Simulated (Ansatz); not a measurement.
# What LiMgF3 (model cell, started as cubic perovskite with Mg in the octahedra) distorts into, part 2 of 2

Wanted: the energy along a soft mode of LiMgF3 (model cell, started as cubic perovskite with Mg in the octahedra) and the structure at the end.

Ansatz 0.2.0; DFT PBEsol, scalar-relativistic, plane waves, PAW; PAW set soft_1.

So far. Step 5 (Energy along the mode, all amplitudes (two of the runs …): The lowest of the steps tried is the last one, at 0.6 Å, 48.5 meV/atom below the parent; the bottom of the well need not coincide with a step. Step 7 (The new phase in its own primitive cell): The largest force component left is 0.079 meV/Å and the pressure is 0.000 GPa, within the tolerances set. The cell now holds 12.22 Å³/atom. The relaxed cell has a = 5.479, c = 7.051 Å (conventional setting).

The structure was built from a prototype and need not be the compound's stable phase.

## (8) Modes of the new phase, k-mesh 6×6×6

A relaxed structure may still be a saddle point, so its zone-centre modes are computed. The response to a homogeneous field gives the Born charges and the dielectric tensor.

Contents of input.yaml:

```yaml
crystal:
  lattice:
    - [2.7395749918, 1.581694359, 2.3502848342]
    - [-2.7395749918, 1.581694359, 2.3502848342]
    - [0.0, -3.163388718, 2.3502848342]
  atoms:
    - { symbol: Li, position: [0.1368885733, 0.1368885733, 0.1368885733] }
    - { symbol: Mg, position: [0.5004068269, 0.5004068269, 0.5004068269] }
    - { symbol: F, position: [0.4635210134, 0.9916755627, 0.4635210134] }
    - { symbol: F, position: [0.9916755627, 0.4635210134, 0.4635210134] }
    - { symbol: F, position: [0.4635210134, 0.4635210134, 0.9916755627] }
kpoints:
  mp_grid: { grid: [6, 6, 6] }
hamiltonian:
  xc: pbesol
  pseudopotentials: { kind: paw, azcp: { folder: soft_1 }, xc_functional: pbe }
scf:
  occupations: { method: fixed }
output:
  eigenvalues: true
phonons:
  method: dfpt
  dielectric: true
  rigid_motions: translations
```

Launch:

```console
$ ansatz run input.yaml --threads 8 --pin off --max-ram 16384MiB --backend cpu --events-out ev --progress --plain --runs-dir out
```

It took 12 s on 8 threads of INTEL XEON PLATINUM 8581C at 2.30GHz (Emerald Rapids), shared host; peak memory 0.86 GiB; 82 s of CPU time.

Numbers from this step:

```
sum-rule residual before enforcement                    : 3.35e-4 eV/Å²
miss of the charge sum rule                             : 2.26e-5 e
point group                                             : 3m
highest optical mode at the zone centre (no LO-TO term) : 522.9 cm⁻¹
lowest optical zone-centre mode                         : 106.2 cm⁻¹
mean high-frequency dielectric constant                 : 1.876
largest Born charge (third of the trace)                : 1.932 e
mean static dielectric constant                         : 6.281
top of the zone-centre spectrum with the field          : 620.9 cm⁻¹
```

Without the LO-TO term. Patterns of degenerate modes are one choice out of their space. The modes at Γ (shares of kinetic energy by element, %):

```
mode  frequency (cm⁻¹)  symmetry  Li %  Mg %  F %
   1               0.0  acoustic     8    28   65
   2               0.0  acoustic     8    28   65
   3               0.0  acoustic     8    28   65
   4             106.2        A2     0     0  100
   5             156.1         E    25     0   75
   6             156.1         E    25     0   75
   7             269.7         E     4    28   68
   8             269.7         E     4    28   68
   9             316.3         E    63    13   24
  10             316.3         E    63    13   24
  11             320.4        A1     1    46   53
  12             398.6        A1    88     2   10
  13             495.8         E     0    31   69
  14             495.8         E     0    31   69
  15             522.9        A1     3    25   72
```

Displacements in mode 4 (106.2 cm⁻¹), the largest set to 1:
```
Li1  0.00  0.00  0.00
Mg2  0.00  0.00  0.00
F3  -0.50 -0.87  0.00
F4  -0.50  0.87  0.00
F5   1.00  0.00  0.00
```

Displacements in mode 7 (269.7 cm⁻¹), the largest set to 1:
```
Li1 -0.53  0.26  0.00
Mg2 -0.78  0.38  0.00
F3   0.15 -0.03  1.00
F4   0.38 -0.49 -0.56
F5   0.66 -0.07 -0.44
```

Optical modes at the zone centre, without and with the macroscopic field of the longitudinal modes; each column is sorted by frequency, so a row need not hold one and the same mode. Modes with and without the field, by row:

```
rank among optical modes  no field (cm⁻¹)  q along (1, 0, 0) (cm⁻¹)  q along (0, 0, 1) (cm⁻¹)
                       1            106.2                     106.2                     106.2
                       2            156.1                     156.1                     156.1
                       3            156.1                     183.4                     156.1
                       4            269.7                     269.7                     269.7
                       5            269.7                     302.8                     269.7
                       6            316.3                     316.3                     316.3
                       7            316.3                     320.4                     316.3
                       8            320.4                     371.5                     357.9
                       9            398.6                     398.6                     477.9
                      10            495.8                     495.8                     495.8
                      11            495.8                     522.9                     495.8
                      12            522.9                     620.9                     618.6
```

Born charge (rows field, columns displacement) (e), principal values of the symmetric part by kind of site:

```
atom  atoms with these values    low  middle   high   mean
 Li1                        1   1.03    1.07   1.07   1.06
 Mg2                        1   1.91    1.91   1.97   1.93
  F3                        3  -1.28   -0.89  -0.82  -1.00
```

In full for Mg2:

```
1.91 0.00 0.00
0.00 1.91 0.00
0.00 0.00 1.97
```

High-frequency dielectric tensor:

```
1.88 0.00 0.00
0.00 1.88 0.00
0.00 0.00 1.87
```

Static dielectric tensor (ions relaxed, fixed cell):

```
7.07 0.00 0.00
0.00 7.07 0.00
0.00 0.00 4.71
```

Transverse modes. Lines of the infrared spectrum (strongest = 100):

```
position (cm⁻¹)  label  relative intensity
            106     A2                 0.0
            156      E                  36
            270      E                  75
            316      E                  23
            320     A1                  53
            399     A1                  42
            496      E                 100
            523     A1                  21
```

Before it was imposed, the acoustic sum rule was missed by 3.3e-4 eV/Å² and the charge sum rule by 2.3e-5 e. Small misses are needed for a sound result but don't prove that mesh and cutoff are converged. The lowest optical mode is real, 106 cm⁻¹.

## (9) Outcome

```yaml
unstable_mode_of_the_parent: q = (0, 0, 0), 228i cm⁻¹
depth_at_the_lowest_point_sampled: 48.5 meV/atom
largest_atomic_shift_at_that_point: 0.6 Å
space_group_reached_within_0p01_a: R3m
energy_gained_over_the_parent_first_relaxation_on_the_mesh_of_the_frozen_mode: 83.6 meV/atom
volume_per_atom_phase_reached: 12.2 Å³
gap_on_the_k_mesh_phase_reached: 6.20 eV
lowest_optical_zone_centre_mode_phase_reached: 106 cm⁻¹
highest_optical_mode_at_the_zone_centre_no_lo_to_term_phase_reached: 523 cm⁻¹
```

Along this mode the structure falls into R3m, 83.6 meV/atom below the parent. At the parent's cell the well is 48.47 meV/atom deep on the steps tried, with its lowest point at a shift of 0.6 Å. That is the last step tried, so the steps alone don't bracket the bottom of the well. Relaxing atoms and cell changes the gain by +35.14 meV/atom against the lowest step (energies at zero smearing). The new phase has no imaginary mode at the zone centre of its cell; other wavevectors were not checked. Of the 4 patterns followed to their end from this parent, this one reaches the lowest energy. Each path keeps the symmetry of its pattern, so a lower phase may lie along a pattern not tried. The PAW files were made for PBE and serve the other functionals too. The starting cell was built on a prototype and not taken from a measurement, so the phase need not exist.

[Logs are printed without paths, hosts, clocks, repeated set-up lines and the standing remarks that a program may print on its own settings, such as how far it seeks lower states.]

[Hosts, paths, dates, database ids (printed as entryN), source tags and the programs' standing remarks are cut or masked in the printed files.]
